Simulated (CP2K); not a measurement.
Two runs for the C K edge of cyclopentanone. Run A: CP2K XAS_TDP, all-electron GAPW, PBEh(45%), aug-cc-pVDZ, TDA, no relativity. Run B differs in one setting.

First lines with a strength over 0.0015. A:

```
                               atom  energy (eV)  states  strength, one atom
           C2 (bonded to 2 C and O)       281.79       1              0.0707
                                          288.19       1              0.0015
                                          288.31       1              0.0045
                                          288.57       1              0.0040
                                          289.22       1              0.0269
C3 (bonded to 2 C and 2 H), 2 alike       284.04       1              0.0089
                                          284.74       1              0.0162
                                          285.05       1              0.0043
                                          285.69       1              0.0062
                                          285.87       1              0.0042
C4 (bonded to 2 C and 2 H), 2 alike       283.80       1              0.0046
                                          283.95       1              0.0088
                                          284.62       1              0.0173
                                          285.07       1              0.0022
                                          285.80       1              0.0026
```

B:

```csv
atom,energy (eV),states,"strength, one atom"
C2 (bonded to 2 C and O),276.78,1,0.0583
,281.60,1,0.0018
,282.51,1,0.0099
,282.75,1,0.0018
,282.79,1,0.0052
"C3 (bonded to 2 C and 2 H), 2 alike",277.45,1,0.0033
,278.10,1,0.0050
,278.20,1,0.0028
,278.88,1,0.0044
,279.04,1,0.0015
"C4 (bonded to 2 C and 2 H), 2 alike",277.39,1,0.0043
,278.04,1,0.0072
,278.94,1,0.0023
,280.18,1,0.0020
,280.27,1,0.0036
```

Question: Which was it: GW2X switched on, the functional, scalar relativity switched on, the basis?

The functional (functional from PBEh(45%) to PBE0; the lines alone don't name the new value). A functional moves all lines by electronvolts and changes their spacings and strengths. Against PBEh(45%) in aug-cc-pVDZ, the leading lines move by -5.01 eV (C2, to 276.78) and -6.59 eV (C3, to 277.45); the strength of C2's goes from 0.0707 to 0.0583. For C4 the rule picks another line of the list in the two runs, so no shift is given. The next line of C2 over the strength cut lies 4.82 eV higher, against 6.40.

[Banner, clock and machine lines of the logs are left out without a mark of their own.]

[Logs are printed without paths, hosts, clocks, repeated set-up lines and the standing remarks that a program may print on its own settings, such as how far it seeks lower states.]

[Hosts, paths, dates, database ids (printed as entryN), source tags and the programs' standing remarks are cut or masked in the printed files.]
